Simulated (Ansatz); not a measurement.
# K on Mo(110): change of the work function, part 3 of 3

How does one ordered layer of K (hollow site) change the work function of Mo(110), and what dipole does each adsorbate carry?

Ansatz 0.2.0; plane-wave DFT, PBE, Ansatz PAW.

So far, work function, upper face (eV): step 2 (the clean slab) 4.60.

## 3. Adsorbate added (continued)

The density of states has structure finer than the step of the table below, so its rows give means over 0.25 eV. Peaks (eV: height): -3.730: 27.9, -2.920: 28.0, -2.740: 42.2, -2.260: 27.0, -2.140: 27.1, -1.740: 26.7, 0.960: 30.2.

The density of states by energy, zero at the Fermi level; means over each step:

```
energy (eV)  density of states (states/eV a cell)
      -7.00                                     0
      -6.75                                 0.246
      -6.50                                 0.922
      -6.25                                 0.926
      -6.00                                  1.03
      -5.75                                  1.11
      -5.50                                  1.91
      -5.25                                  2.59
      -5.00                                  8.06
      -4.75                                  15.4
      -4.50                                  17.1
      -4.25                                  16.2
      -4.00                                  18.3
      -3.75                                  25.6
      -3.50                                  18.5
      -3.25                                  20.0
      -3.00                                  23.1
      -2.75                                  24.4
      -2.50                                  19.8
      -2.25                                  22.4
      -2.00                                  18.1
      -1.75                                  25.0
      -1.50                                  23.6
      -1.25                                  19.1
      -1.00                                  15.1
      -0.75                                  12.8
      -0.50                                  15.6
      -0.25                                  12.1
       0.00                                  14.6
       0.25                                  19.2
       0.50                                  20.9
       0.75                                  22.3
       1.00                                  26.6
       1.25                                  24.1
```

Projected DOS per atom over height of the atomic layer and energy from the Fermi level. Layers: Mo4 Mo4 Mo4 Mo4 K from below.

Values in states/eV, 22 rows by 5 columns, each cell a mean:
```
1.38 1.55 1.52 1.38 0.62
1.44 1.23 1.16 1.34 0.64
1.39 0.92 0.86 1.34 0.58
1.06 0.53 0.51 1.03 0.33
1.24 0.50 0.53 1.09 0.44
1.22 0.54 0.59 1.15 0.22
1.74 0.92 0.89 1.70 0.20
1.52 1.12 1.12 1.73 0.27
1.45 1.20 1.11 1.44 0.05
1.44 1.42 1.32 1.42 0.02
1.00 1.74 1.81 1.12 0.01
1.24 1.31 1.22 1.15 0.01
1.11 1.40 1.41 1.23 0.02
0.57 1.45 1.52 0.65 0.02
0.39 1.25 1.33 0.48 0.01
0.11 0.28 0.29 0.12 0.00
0.04 0.13 0.13 0.04 0.00
0.03 0.10 0.10 0.03 0.00
0.02 0.08 0.08 0.02 0.00
0.00 0.00 0.00 0.00 0.00
0.00 0.00 0.00 0.00 0.00
0.00 0.00 0.00 0.00 0.00
```
Columns: height of the atomic layer (Å) from 9 to 18.7 (not evenly spaced); rows upwards: energy from the Fermi level (eV) from -7.96 to 1.34.

Electrostatic potential energy in the ca plane at fractional y = 0.500, with atoms of Mo and K within 0.2 Å of it. With pseudopotentials it is smooth inside the atoms' cores, unlike the true potential.

Ten even steps from '0' (-58 eV) to '9' (9 eV), each cell a mean:
```
02799999961001699999999999999999999999999999
26899999985224899999999999999999999999999999
78999889998778999999999999999999999999999999
89999889999889999999999999999999999999999999
78999889998778999999999998788999999999999999
25899999985224799999999975457899999999999999
02799999961001699999999862125899999999999999
01799999861000589999999852125899999999999999
04899999973002799999999974236899999999999999
57999999987556899999999987678999999999999999
89999889999888999999999999889999999999999999
89999889998888999999999999999999999999999999
57899999987446899999999999999999999999999999
04799999973002799999999999999999999999999999
01799999861000589999999999999999999999999999
```
Columns run along c (16.0 Å, from fractional 0.33 to 0.90 of the cell; values clipped at the 3rd and 97th percentile), rows up along a (5.5 Å). Atoms in or near the plane, at fractional coordinates: Mo at (0.48, 0.00), Mo at (0.48, 0.50), K at (0.67, 0.50).

ELF in the ca plane at fractional y = 0.500, with atoms of Mo and K within 0.2 Å of it. It is the smooth field of the valence electrons, not physical close to the nuclei.

Ten even steps from '0' (0.00) to '9' (0.87), each cell a mean:
```
76344334337777434334454432111111111000000000
74344334324775234334455421000001111000000000
32343334432332343334454210000000111100000000
33443334543333443334454101221000011100000000
32343334432332343334552026875200001110000000
74344334324775234334541179998510001110000000
76344334337777434334541399899720001111000000
67344444348558434444541499789720001111000000
85344334336886334334541289999620001110000000
53343334423553244334542148997300001110000000
33443334543333443334553013442000011110000000
33443334443333443334454200000000011100000000
53343334423553244334455310000000111100000000
85344334336886334334454432100011111000000000
67344444348558434444454433211111111000000000
```
Columns run along c (16.0 Å, from fractional 0.33 to 0.90 of the cell), rows up along a (5.5 Å). Atoms in or near the plane, at fractional coordinates: Mo at (0.48, 0.00), Mo at (0.48, 0.50), K at (0.67, 0.50).

Valence density in the ca plane at fractional y = 0.500, with atoms of Mo and K within 0.2 Å of it. It is the smooth field of the valence electrons, not physical close to the nuclei.

Ten steps, logarithmic in the rise over the least value, from '0' (0.0 e/Å³) to '9' (6.5 e/Å³), each cell a mean:
```
98533333358998643333211000000000000000000000
86433333346886433333211000000000000000000000
54333333334554333433221000000000000000000000
43333443333443333443221111110000000000000000
54333333334554333333221124442100000000000000
86433333346887433333221246775200000000000000
98533333358998643333221368886310000000000000
98533333368999643332221368987410000000000000
97433333357998533333221257886310000000000000
65333333345665433333221135653100000000000000
43333443333444333443221112221000000000000000
43333443333444333443221100000000000000000000
65333333345775433333221000000000000000000000
97433333357998533333211000000000000000000000
98533333368999643332211000000000000000000000
```
Columns run along c (16.0 Å, from fractional 0.33 to 0.90 of the cell), rows up along a (5.5 Å). Atoms in or near the plane, at fractional coordinates: Mo at (0.48, 0.00), Mo at (0.48, 0.50), K at (0.67, 0.50).

The relaxation took 8 steps and lowered the energy by 0.061 eV; the largest force on the free atoms ends at 0.013 eV/Å.

By hand: a sheet of dipoles makes a step −p/(ε₀A) in the electron's potential. With e/ε₀ = 180.95 V·Å, p = 0.4645 e·Å and A = 28.07 Å², that is −180.95 × (0.4645) / 28.07 = -2.995 eV, and the two vacuum levels of the run differ by -2.995 eV.

The covered face has 1.65 eV, -2.95 eV against the clean one; the bare back face has moved by -0.05 eV, a measure of how thin the slab is.

## 4. Work function against coverage

This step: plane-wave DFT, PBE, Ansatz PAW; work function against coverage (Ansatz 0.2.0).

The runs are now put side by side.

Numbers from this step:

```yaml
work_function_of_the_clean_face: 4.598 eV
largest_change_of_the_work_function: -2.947 eV
```

The work function of the covered face by coverage:

```
coverage (adsorbates/nm²)  work function of the covered face (eV)
                     0.00                                    4.60
                     3.56                                    1.65
```

The dipole per adsorbate comes from the change of the cell's dipole. Coverage, by row:

```
coverage (1/nm²)  coverage (ML)  work function (eV)  change (eV)  dipole per adsorbate, positive end outwards (debye)  mean height of the added atoms over the highest substrate atom (Å)
           3.563           0.25               1.651       -2.947                                                2.158                                                                3.08
```

## 5. Summary of results

| Property | Result |
| --- | --- |
| work function of the clean face | 4.60 eV |
| work function at 0.25 ML | 1.65 eV |
| dipole per adsorbate at 0.25 ML, positive end outwards | 2.16 D |

What this shows: K lowers the work function of Mo(110) at the lowest coverage, by 2.95 eV: the adsorbate layer has its positive end outwards. One coverage alone was completed, so no trend follows. The slab has 4 layers, at the tabulated experimental lattice constant, one starting site was run, and quantum-size effects of a slab this thin can reach one or two tenths of an eV.

[Long decimals in the printed logs are rounded to 6 places.]

[Logs are printed without paths, hosts, clocks, repeated set-up lines and the standing remarks that a program may print on its own settings, such as how far it seeks lower states.]

[Hosts, paths, dates, database ids (printed as entryN), source tags and the programs' standing remarks are cut or masked in the printed files.]

[Maps of the electrostatic potential energy from Ansatz leave out the sawtooth potential of an applied field or a dipole correction, so their vacuum need not be flat; planar profiles and work functions include it.]
